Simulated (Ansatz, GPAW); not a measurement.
## A 8-layer slab of W(111): simulated STM images

What would a tunnelling microscope show on a 8-layer slab of W(111)?

Calculated with GPAW 26.7.0 and Ansatz 0.2.0; Ansatz plane waves; slab in vacuum with a dipole correction, relaxation, in the first sound run; inputs show where later runs differ.

## (1) The starting structure

The cell holds 8 atoms: 8 W. Its edges and angles: a = 4.469 Å, b = 4.469 Å, c = 20.385 Å, α = 90.0°, β = 90.0°, γ = 60.0°. Vacuum lies along c.

Coordinates:

```cif
data_structure
_symmetry_space_group_name_H-M 'P 1'
_symmetry_Int_Tables_number 1
_cell_length_a 4.4689
_cell_length_b 4.4689
_cell_length_c 20.3855
_cell_angle_alpha 90.000
_cell_angle_beta 90.000
_cell_angle_gamma 60.000
_cell_volume 352.58
loop_
_atom_site_label
_atom_site_type_symbol
_atom_site_fract_x
_atom_site_fract_y
_atom_site_fract_z
_atom_site_occupancy
W1 W 0.66667 0.66667 0.34338 1
W2 W 0.00000 0.00000 0.38813 1
W3 W 0.33333 0.33333 0.43288 1
W4 W 0.66667 0.66667 0.47763 1
W5 W 0.00000 0.00000 0.52237 1
W6 W 0.33333 0.33333 0.56712 1
W7 W 0.66667 0.66667 0.61187 1
W8 W 0.00000 0.00000 0.65662 1
```

## (2) Relaxation

Forces are removed first; all later runs use this geometry. The lowest 4 atoms are held at bulk positions and keep their forces.

input.yaml

```yaml
crystal:
  lattice:
    - [4.4689148571, 0.0, 0.0]
    - [2.2344574285, 3.8701937936, 0.0]
    - [0.0, 0.0, 20.3854939772]
  atoms:
    - { symbol: W, position: [0.6666666667, 0.6666666667, 0.3433814264] }
    - { symbol: W, position: [0.0, 0.0, 0.3881295903] }
    - { symbol: W, position: [0.3333333333, 0.3333333333, 0.4328777542] }
    - { symbol: W, position: [0.6666666667, 0.6666666667, 0.4776259181] }
    - { symbol: W, position: [0.0, 0.0, 0.5223740819] }
    - { symbol: W, position: [0.3333333333, 0.3333333333, 0.5671222458] }
    - { symbol: W, position: [0.6666666667, 0.6666666667, 0.6118704097] }
    - { symbol: W, position: [0.0, 0.0, 0.6566185736] }
kpoints:
  mp_grid: { grid: [8, 8, 1] }
hamiltonian:
  xc: pbe
scf:
  occupations: { method: fermi_dirac, width: 0.1 }
efield:
  axis: 3
  dipole_correction: true
  ramp_width: 0.05
relax:
  f_tol: 0.02
  max_steps: 60
  constraints: [{ sites: [0, 1, 2, 3] }]
output:
  write_potential: true
  write_density: true
  volumetric_format: npy
```

The run is started by

```console
$ ansatz run input.yaml --threads 2 --pin off --max-ram 4096MiB --backend cpu --events-out ev --progress --plain --runs-dir out
```

Numbers of over 12 decimals in the logs are rounded to 6 here.

Output:

```text
Engine: ansatz 0.2.0, aarch64-unknown-linux-gnu
Pseudopotentials: kind: paw
Pseudopotential: W, paw, valence charge 14, recommended cutoff 420 eV (normal), W.paw.azcp
Functional definition: PBE
  parameter kappa = 0.804
  parameter beta = 0.066725
  exchange = pbe_x(kappa = kappa, mu = beta*pi^2/3)
  correlation = pbe_c(beta = beta)
Crystal: 8 atoms, lattice volume = 352.579 Å³
Basis set: ecut = 420 eV, 6939 PW (Γ), exchange–correlation on 60×60×288 points (8 copies of the dense FFT grid, shifted against one another)
Bands: 68, of which v1, the nominal top of the filled ones, is band 56 counted from 1 (55 counted from 0)
Symmetry: 6 space group operations
k-points: 10 of 64 (time reversal used)
Non-local potential: W, projectors of the file, l = 0: 3, l = 1: 2, l = 2: 2, l = 3: 1
PAW form: soft (Blöchl's): semilocal exchange-correlation on the pseudo side does not see the compensation charge
PAW one-centre angular grid: W, 590 points (default); XC on 64 Gauss nodes
Initial density: superposition of atomic densities (neutral atoms: chi_scale 0, normalization atom), corrected by the library's trained network
Initial wavefunctions: pseudopotential atomic-orbital guess
Functional: x = pbe(κ = 0.804, μ = 0.219515), c = pbe(β = 0.066725)
SCF iter   1: F=—  HF=-83070.183952 eV  |F-HF|=—  |Δ(HF+E_count)|=         —  Δρ=6.35e-3  dr2=1.11e0  ethr=1.77e-3  p=0.000 e·Å  D=2.29e-14 V/Å  ΔV_dip=-0.00 eV  dr2_dipole=9.16e-13  V_vac-E_F(+/−)=4.36/4.36 eV  ⟨swp⟩=9.4  Hψ=3263  notcnv=0
efield: sawtooth ramp at fractional position 0.9750 (placed from the atoms, in the widest stretch of the axis that holds none; the zero of the levels goes with the place), width 0.0500; the density the first Hamiltonian is built on has a dipole p = 0.000 e·Å; the dipole correction subtracts the counter field D = 2.29e-14 V/Å, which shifts the + side's vacuum level by -0.00 eV against the − side's; the planar-averaged density in the ramp window peaks in size at 1.3e-4 e/Å³
preconditioner: auto → LDOS  [metal: Δε(μ)=0.076 eV  Ē_g=4.293 eV  σ=0.100 eV  W_gap=0.19  n_scr=80 (ndim 8)  ℏωp=13.7 eV  f_vac=0.529  D(μ)=7.08/eV (n_scr^D=54)  β→1.0]
SCF iter   2: F=—  HF=-83070.135541 eV  |F-HF|=—  |Δ(HF+E_count)|=   4.84e-2  Δρ=3.14e-3  dr2=1.31e-1  ethr=9.93e-4  p=0.000 e·Å  D=5.34e-7 V/Å  ΔV_dip=-0.00 eV  dr2_dipole=9.13e-12  V_vac-E_F(+/−)=4.02/4.02 eV  ⟨swp⟩=3.1  Hψ=1000  notcnv=0
SCF iter   3: F=—  HF=-83070.123571 eV  |F-HF|=—  |Δ(HF+E_count)|=   1.20e-2  Δρ=7.23e-4  dr2=9.76e-3  ethr=1.17e-4  p=-0.000 e·Å  D=-5.20e-7 V/Å  ΔV_dip=0.00 eV  dr2_dipole=1.49e-10  V_vac-E_F(+/−)=4.04/4.04 eV  ⟨swp⟩=2.1  Hψ=1072  notcnv=0
SCF iter   4: F=—  HF=-83070.123635 eV  |F-HF|=—  |Δ(HF+E_count)|=   6.42e-5  Δρ=2.48e-4  dr2=5.94e-4  ethr=8.71e-6  p=-0.000 e·Å  D=-9.43e-7 V/Å  ΔV_dip=0.00 eV  dr2_dipole=1.76e-11  V_vac-E_F(+/−)=4.00/4.00 eV  ⟨swp⟩=2.0  Hψ=929  notcnv=0
SCF iter   5: F=—  HF=-83070.123644 eV  |F-HF|=—  |Δ(HF+E_count)|=   9.11e-6  Δρ=1.77e-4  dr2=2.84e-4  ethr=5.30e-7  p=-0.000 e·Å  D=-2.13e-7 V/Å  ΔV_dip=0.00 eV  dr2_dipole=7.46e-12  V_vac-E_F(+/−)=3.99/3.99 eV  ⟨swp⟩=3.5  Hψ=1261  notcnv=0
SCF iter   6: F=—  HF=-83070.123623 eV  |F-HF|=—  |Δ(HF+E_count)|=   2.07e-5  Δρ=3.85e-5  dr2=2.39e-5  ethr=2.53e-7  p=-0.000 e·Å  D=-1.04e-7 V/Å  ΔV_dip=0.00 eV  dr2_dipole=2.92e-12  V_vac-E_F(+/−)=3.98/3.98 eV  ⟨swp⟩=2.0  Hψ=898  notcnv=0
SCF iter   7: F=-83070.123625 eV  HF=-83070.123625 eV  |F-HF|=2.40e-7  |Δ(HF+E_count)|=   1.97e-6  Δρ=1.72e-5  dr2=2.57e-6  ethr=8.93e-9  p=-0.000 e·Å  D=-1.74e-8 V/Å  ΔV_dip=0.00 eV  dr2_dipole=2.52e-12  V_vac-E_F(+/−)=3.98/3.98 eV  ⟨swp⟩=14.3  Hψ=7125  notcnv=0
SCF 1 converged in 7 iterations: F = -83070.123625 eV  dr2 = 2.57e-6
  greatest PAW one-centre occupation: 1.000 electrons in one spin orbital (limit 2), on the W atom at site 1 (counted from 0), in its partial waves of l = 0
relax step   1: F+E_penalty+E_count = -83070.12362545 eV  Δ(F+E_penalty+E_count) = +0.000e0 eV  max|allowed force component| = 2.030e0 eV/Å  Δτ_max = 0.0000 Å  (7 SCF iters, dr2 threshold 1.00e-5 eV, accepted)
Initial density: handed on by an earlier stage of this run
Initial wavefunctions: those handed on with the density
iter 1 solved again at ethr=7.63e-4 eV; its pass at ethr=3.10e-3 eV (dr2=8.55e-1 eV) is discarded
SCF iter   1: F=—  HF=-83070.462719 eV  |F-HF|=—  |Δ(HF+E_count)|=         —  Δρ=1.14e-2  dr2=1.05e0  ethr=7.63e-4  p=0.000 e·Å  D=3.70e-7 V/Å  ΔV_dip=-0.00 eV  dr2_dipole=1.80e-1  V_vac-E_F(+/−)=4.01/4.01 eV  ⟨swp⟩=1.8  Hψ=2573  notcnv=0
efield: sawtooth ramp at fractional position 0.9750 (handed on by an earlier solve), width 0.0500; the density the first Hamiltonian is built on has a dipole p = 0.000 e·Å; the dipole correction subtracts the counter field D = 3.70e-7 V/Å, which shifts the + side's vacuum level by -0.00 eV against the − side's; the planar-averaged density in the ramp window peaks in size at 4.3e-6 e/Å³
eigensolver tolerance schedule calibrated: the retry pair's looser diagonalisation under-reported the residual by θ = 0.19 (0.31/decade); ethr = c·dr2/N_el runs at the constant in force after the calibration composes with the one it found (an armed cap, an earlier calibration), c = 1.0e-2
preconditioner: auto → LDOS  [metal: Δε(μ)=0.008 eV  Ē_g=4.380 eV  σ=0.100 eV  W_gap=0.02  n_scr=80 (ndim 8)  ℏωp=13.7 eV  f_vac=0.537  D(μ)=7.21/eV (n_scr^D=54)  β→1.0]
SCF iter   2: F=—  HF=-83070.448218 eV  |F-HF|=—  |Δ(HF+E_count)|=   1.45e-2  Δρ=6.40e-3  dr2=5.13e-1  ethr=9.82e-5  p=0.001 e·Å  D=6.82e-4 V/Å  ΔV_dip=-0.01 eV  dr2_dipole=2.36e-3  V_vac-E_F(+/−)=4.02/4.03 eV  ⟨swp⟩=3.2  Hψ=1840  notcnv=0
SCF iter   3: F=—  HF=-83070.368751 eV  |F-HF|=—  |Δ(HF+E_count)|=   7.95e-2  Δρ=1.93e-3  dr2=3.50e-2  ethr=4.79e-5  p=-0.011 e·Å  D=-5.42e-3 V/Å  ΔV_dip=0.11 eV  dr2_dipole=7.09e-4  V_vac-E_F(+/−)=4.15/4.04 eV  ⟨swp⟩=3.0  Hψ=1560  notcnv=0
SCF iter   4: F=—  HF=-83070.364458 eV  |F-HF|=—  |Δ(HF+E_count)|=   4.29e-3  Δρ=5.02e-4  dr2=2.09e-3  ethr=3.26e-6  p=-0.013 e·Å  D=-6.47e-3 V/Å  ΔV_dip=0.13 eV  dr2_dipole=2.71e-4  V_vac-E_F(+/−)=4.18/4.05 eV  ⟨swp⟩=3.0  Hψ=1454  notcnv=0
SCF iter   5: F=—  HF=-83070.364548 eV  |F-HF|=—  |Δ(HF+E_count)|=   8.92e-5  Δρ=2.14e-4  dr2=4.86e-4  ethr=1.95e-7  p=-0.014 e·Å  D=-7.44e-3 V/Å  ΔV_dip=0.15 eV  dr2_dipole=2.98e-5  V_vac-E_F(+/−)=4.20/4.05 eV  ⟨swp⟩=3.0  Hψ=1395  notcnv=0
[...]
SCF iter   2: F=—  HF=-83070.425745 eV  |F-HF|=—  |Δ(HF+E_count)|=   1.37e-2  Δρ=2.90e-3  dr2=1.27e-1  ethr=4.53e-4  p=-0.006 e·Å  D=-3.11e-3 V/Å  ΔV_dip=0.06 eV  dr2_dipole=7.61e-3  V_vac-E_F(+/−)=4.10/4.04 eV  ⟨swp⟩=2.0  Hψ=917  notcnv=0
SCF iter   3: F=—  HF=-83070.416034 eV  |F-HF|=—  |Δ(HF+E_count)|=   9.71e-3  Δρ=1.30e-3  dr2=1.97e-2  ethr=1.14e-4  p=-0.010 e·Å  D=-5.38e-3 V/Å  ΔV_dip=0.11 eV  dr2_dipole=2.48e-4  V_vac-E_F(+/−)=4.15/4.04 eV  ⟨swp⟩=2.0  Hψ=941  notcnv=0
SCF iter   4: F=—  HF=-83070.414654 eV  |F-HF|=—  |Δ(HF+E_count)|=   1.38e-3  Δρ=2.99e-4  dr2=6.39e-4  ethr=1.76e-5  p=-0.010 e·Å  D=-5.30e-3 V/Å  ΔV_dip=0.11 eV  dr2_dipole=5.62e-7  V_vac-E_F(+/−)=4.15/4.04 eV  ⟨swp⟩=2.0  Hψ=934  notcnv=0
SCF iter   5: F=—  HF=-83070.414505 eV  |F-HF|=—  |Δ(HF+E_count)|=   1.49e-4  Δρ=1.01e-4  dr2=5.54e-5  ethr=5.70e-7  p=-0.010 e·Å  D=-5.37e-3 V/Å  ΔV_dip=0.11 eV  dr2_dipole=1.96e-6  V_vac-E_F(+/−)=4.15/4.04 eV  ⟨swp⟩=3.0  Hψ=1119  notcnv=0
SCF iter   6: F=-83070.414512 eV  HF=-83070.414519 eV  |F-HF|=6.73e-6  |Δ(HF+E_count)|=   1.38e-5  Δρ=4.40e-5  dr2=1.37e-5  ethr=4.95e-8  p=-0.011 e·Å  D=-5.56e-3 V/Å  ΔV_dip=0.11 eV  dr2_dipole=3.16e-7  V_vac-E_F(+/−)=4.15/4.04 eV  ⟨swp⟩=14.7  Hψ=7449  notcnv=0
SCF 3 converged in 6 iterations: F = -83070.414512 eV  dr2 = 1.37e-5
relax step   3: F+E_penalty+E_count = -83070.41451233 eV  Δ(F+E_penalty+E_count) = -4.999e-2 eV  max|allowed force component| = 3.110e-1 eV/Å  Δτ_max = 0.0749 Å  (6 SCF iters, dr2 threshold 6.98e-5 eV, accepted)
[...]
relax step   4: F+E_penalty+E_count = -83070.40837394 eV  Δ(F+E_penalty+E_count) = +6.138e-3 eV  max|allowed force component| = 3.956e-1 eV/Å  Δτ_max = 0.0398 Å  (6 SCF iters, dr2 threshold 8.37e-6 eV, rejected (line search))
[...]
relax step   5: F+E_penalty+E_count = -83070.41892629 eV  Δ(F+E_penalty+E_count) = -4.414e-3 eV  max|allowed force component| = 2.811e-2 eV/Å  Δτ_max = 0.0195 Å  (8 SCF iters, accepted)
SCF iter   1: F=—  HF=-83070.418437 eV  |F-HF|=—  |Δ(HF+E_count)|=         —  Δρ=1.70e-4  dr2=5.87e-4  ethr=1.33e-6  p=-0.013 e·Å  D=-6.61e-3 V/Å  ΔV_dip=0.13 eV  dr2_dipole=1.25e-4  V_vac-E_F(+/−)=4.17/4.03 eV  ⟨swp⟩=2.0  Hψ=1130  notcnv=0
efield: sawtooth ramp at fractional position 0.9750 (handed on by an earlier solve), width 0.0500; the density the first Hamiltonian is built on has a dipole p = -0.013 e·Å; the dipole correction subtracts the counter field D = -6.61e-3 V/Å, which shifts the + side's vacuum level by +0.13 eV against the − side's; the planar-averaged density in the ramp window peaks in size at 6.2e-6 e/Å³
preconditioner: auto → LDOS  [metal: Δε(μ)=0.016 eV  Ē_g=4.359 eV  σ=0.100 eV  W_gap=0.04  n_scr=80 (ndim 8)  ℏωp=13.7 eV  f_vac=0.535  D(μ)=7.13/eV (n_scr^D=54)  β→1.0]
SCF iter   2: F=—  HF=-83070.418411 eV  |F-HF|=—  |Δ(HF+E_count)|=   2.59e-5  Δρ=8.04e-5  dr2=1.17e-4  ethr=5.24e-7  p=-0.013 e·Å  D=-6.79e-3 V/Å  ΔV_dip=0.14 eV  dr2_dipole=5.18e-6  V_vac-E_F(+/−)=4.17/4.03 eV  ⟨swp⟩=1.9  Hψ=898  notcnv=0
SCF iter   3: F=—  HF=-83070.418397 eV  |F-HF|=—  |Δ(HF+E_count)|=   1.38e-5  Δρ=3.38e-5  dr2=1.90e-5  ethr=1.05e-7  p=-0.013 e·Å  D=-6.69e-3 V/Å  ΔV_dip=0.14 eV  dr2_dipole=9.03e-7  V_vac-E_F(+/−)=4.17/4.04 eV  ⟨swp⟩=2.4  Hψ=1078  notcnv=0
SCF iter   4: F=—  HF=-83070.418962 eV  |F-HF|=—  |Δ(HF+E_count)|=   5.64e-4  Δρ=7.65e-6  dr2=8.26e-7  ethr=1.70e-8  p=-0.013 e·Å  D=-6.70e-3 V/Å  ΔV_dip=0.14 eV  dr2_dipole=4.65e-8  V_vac-E_F(+/−)=4.17/4.04 eV  ⟨swp⟩=2.5  Hψ=1072  notcnv=0
SCF iter   5: F=-83070.418962 eV  HF=-83070.418962 eV  |F-HF|=1.32e-8  |Δ(HF+E_count)|=   5.08e-8  Δρ=3.13e-6  dr2=6.08e-8  ethr=8.93e-11  p=-0.013 e·Å  D=-6.70e-3 V/Å  ΔV_dip=0.14 eV  dr2_dipole=3.46e-9  V_vac-E_F(+/−)=4.17/4.04 eV  ⟨swp⟩=12.3  Hψ=5673  notcnv=0
SCF 6 converged in 5 iterations: F = -83070.418962 eV  dr2 = 6.08e-8
relax step   6: F+E_penalty+E_count = -83070.41896186 eV  Δ(F+E_penalty+E_count) = -3.557e-5 eV  max|allowed force component| = 1.792e-3 eV/Å  Δτ_max = 0.0024 Å  (5 SCF iters, accepted)
NSCF: frozen V_eff on 10 k-points
the band table was solved once a step of the walk had ended and its energy, with any forces and stress, was formed, with the checks that follow a solve (3165 applications of the Hamiltonian). They found nothing against the state; the energy, forces and stress were not computed again (output.eigenvalues in the input reference)
WARN: The output density's exchange-correlation potential varies sharply where the density is thin. Do not read a vacuum level from v_tot or v_xc, or from such a field of the output density. On a cell that repeats whose density bears no net charge and no dipole along the vacuum's axis use v_es (v_loc + v_h of the components); under efield.dipole_correction with no amplitude use v_es + v_field, which holds any externa [...]
SCF converged after 5 iterations
Free energy (F): -83070.418962 eV
Harris-Foulkes:  -83070.418962 eV  (|F-HF|=1.32e-8)
Internal energy: -83070.188118 eV  (E = F + TS)
E sigma→0 (E₀):  -83070.303540 eV
Entropy (-TS):   -0.230844 eV (-28.855 meV/atom)
Fermi energy:    5.514456 eV
Dipole field:    D = -0.006636 V/Å  (p = -0.012930 e·Å, saw-weighted, corrected)
Work function:   Φ+ = 4.1710 eV   Φ− = 4.0357 eV
Levels:          The Fermi level and band energies are counted from a zero that moves with the ramp; work functions are not
--- Per-component energies (eV) ---
  E_band       = -2526.006562
  E_kinetic    = 3582.486340
  E_local      = -97737.537517  (includes V_loc(G=0)·N_el)
  E_nonlocal   = 13.077998
  E_hartree    = 47255.496048
  E_xc         = -2123.814486
  E_vxc        = -1894.862588  (∫ρ·V_xc dr)
  E_paw        = -68500.658767  (= ΣΔE_a)
  E_vpaw       = -1000.143845  (= ΣTr[D̂ρ^β])
  E_aug_tail   = -0.000470  (compensation charges beyond the density's cutoff)
  E_efield     = 0.000043  (sawtooth field / dipole correction)
  E_vefield    = -0.010950  (∫n·V_field dr)
  E_ewald      = 34440.762692
  E_smearing   = -0.230844  (= −TS)
  E_closure    = -0.000000  (closes the sum)
  Σ components = -83070.418962   (vs F -83070.418962, Δ=0.00e0)
--- Forces (eV/Å), atoms counted from 1 ---
  atom   1  W      0.00000000     0.00000000     1.91877814
  atom   2  W     -0.00000000    -0.00000000    -0.25061660
  atom   3  W     -0.00000000    -0.00000000    -1.05420776
  atom   4  W     -0.00000000    -0.00000000    -0.61051462
  atom   5  W      0.00000000    -0.00000000    -0.00145699
  atom   6  W     -0.00000000     0.00000000    -0.00179174
  atom   7  W     -0.00000000    -0.00000000     0.00069083
  atom   8  W      0.00000000     0.00000000    -0.00091079
  max |Σ_I F_I| component: 2.95e-5 eV/Å
--- Band table (eV; the first three rows and the last of 10) ---
  k-point 0: bands = [... 52 lower, 4.4525, 4.5149, 4.5149, 5.0232, 5.2758, 6.5893, 7.1189, 7.1189, ... 8 higher]
  k-point 1: bands = [... 52 lower, 4.5902, 4.6301, 4.8062, 5.1446, 5.3693, 6.6485, 6.9738, 7.0050, ... 8 higher]
  k-point 2: bands = [... 52 lower, 4.7852, 4.8805, 5.1138, 5.4878, 5.7122, 6.3012, 6.4081, 6.8442, ... 8 higher]
  k-point 9: bands = [... 52 lower, 4.7536, 4.9236, 4.9877, 5.0611, 5.4571, 5.8240, 6.2697, 6.4368, ... 8 higher]
--- Relaxed structure (6 steps of the walk, 5 accepted, 0 SCFs on fresh bases) ---
  F+E_penalty+E_count = -83070.41896186 eV   max|allowed force component| = 1.792e-3 eV/Å
  atoms:
    - { symbol: W, position: [0.666667, 0.666667, 0.3433814264] }
    - { symbol: W, position: [0.0, 0.0, 0.3881295903] }
    - { symbol: W, position: [0.333333, 0.333333, 0.4328777542] }
    - { symbol: W, position: [0.666667, 0.666667, 0.4776259181] }
    - { symbol: W, position: [0, 0, 0.522145] }
    - { symbol: W, position: [0.333333, 0.333333, 0.573907] }
    - { symbol: W, position: [0.666667, 0.666667, 0.609484] }
    - { symbol: W, position: [-1.9486423273868892e-18, -1.9486423274086884e-18, 0.646622] }
```

Elapsed: 2.2 min, on 2 threads of Arm Neoverse N1, shared host; peak memory 0.63 GiB.

Step by step:

| step | energy less that of the first step (eV) | largest force component (eV/Å) |
| --- | --- | --- |
| 1 | 0.0000 | 2.0298 |
| 2 | -0.2409 | 1.0567 |
| 3 | -0.2909 | 0.3110 |
| 4 | -0.2847 | 0.3956 |
| 5 | -0.2953 | 0.0281 |
| 6 | -0.2953 | 0.0018 |

Relaxation step 4 was tried and not accepted.

Forces are held to the 6 operations that the run works with; a distortion that breaks them can't arise in this run.

The atoms that moved most (Å):

| atom | dx | dy | dz | length |
| --- | --- | --- | --- | --- |
| W8 | 0.000 | 0.000 | -0.204 | 0.204 |
| W6 | 0.000 | 0.000 | 0.138 | 0.138 |
| W7 | 0.000 | 0.000 | -0.049 | 0.049 |

Numbers from this step:

| Quantity | Value |
| --- | --- |
| free energy | -83070.4190 eV |
| smearing term TS | 0.2308 eV |
| symmetry operations | 6 |
| upper work function | 4.171 eV |
| lower work function | 4.036 eV |
| dipole along the normal | -0.01293 e·Å |
| dipole field | -0.006636 V/Å |
| vacuum level above | 9.685 eV |
| vacuum level below | 9.550 eV |

Electrostatic potential energy of an electron (with the applied field's), less the Fermi level, planar mean against z:

z (Å), electrostatic potential energy of an electron (with the applied field's), less the Fermi level, planar mean (eV) and a bar from the least value:
```
        0        4.1 ##############################
        1        4.0 ##############################
        2        4.0 ##############################
        3        4.0 ##############################
        4        4.0 ##############################
        5        3.7 #############################
        6        1.2 #########################
        7       -9.2 #########
        8      -12.0 #####
        9      -12.5 ####
       10      -12.7 ####
       11      -11.3 ######
       12      -14.9 
       13      -13.0 ###
       14       -0.4 #######################
       15        3.7 #############################
       16        4.1 ##############################
       17        4.2 ##############################
       18        4.2 ##############################
       19        4.2 ##############################
       20        4.2 ##############################
```

The valence density, planar mean by z:

z (Å), valence density, planar mean (e/Å³) and a bar:
```
        3       0.00 
        4       0.00 
        5       0.01 
        6       0.09 ##
        7       0.75 #####################
        8       0.87 ########################
        9       0.88 ########################
       10       0.89 #########################
       11       0.80 ######################
       12       1.07 ##############################
       13       0.95 ###########################
       14       0.17 #####
       15       0.01 
       16       0.00 
       17       0.00 
       18       0.00
```

The relaxation lowered the energy of the cell by 0.295 eV.

(Part 1 of 3 ends here.)

[Logs are printed without paths, hosts, clocks, repeated set-up lines and the standing remarks that a program may print on its own settings, such as how far it seeks lower states.]

[Hosts, paths, dates, database ids (printed as entryN), source tags and the programs' standing remarks are cut or masked in the printed files.]
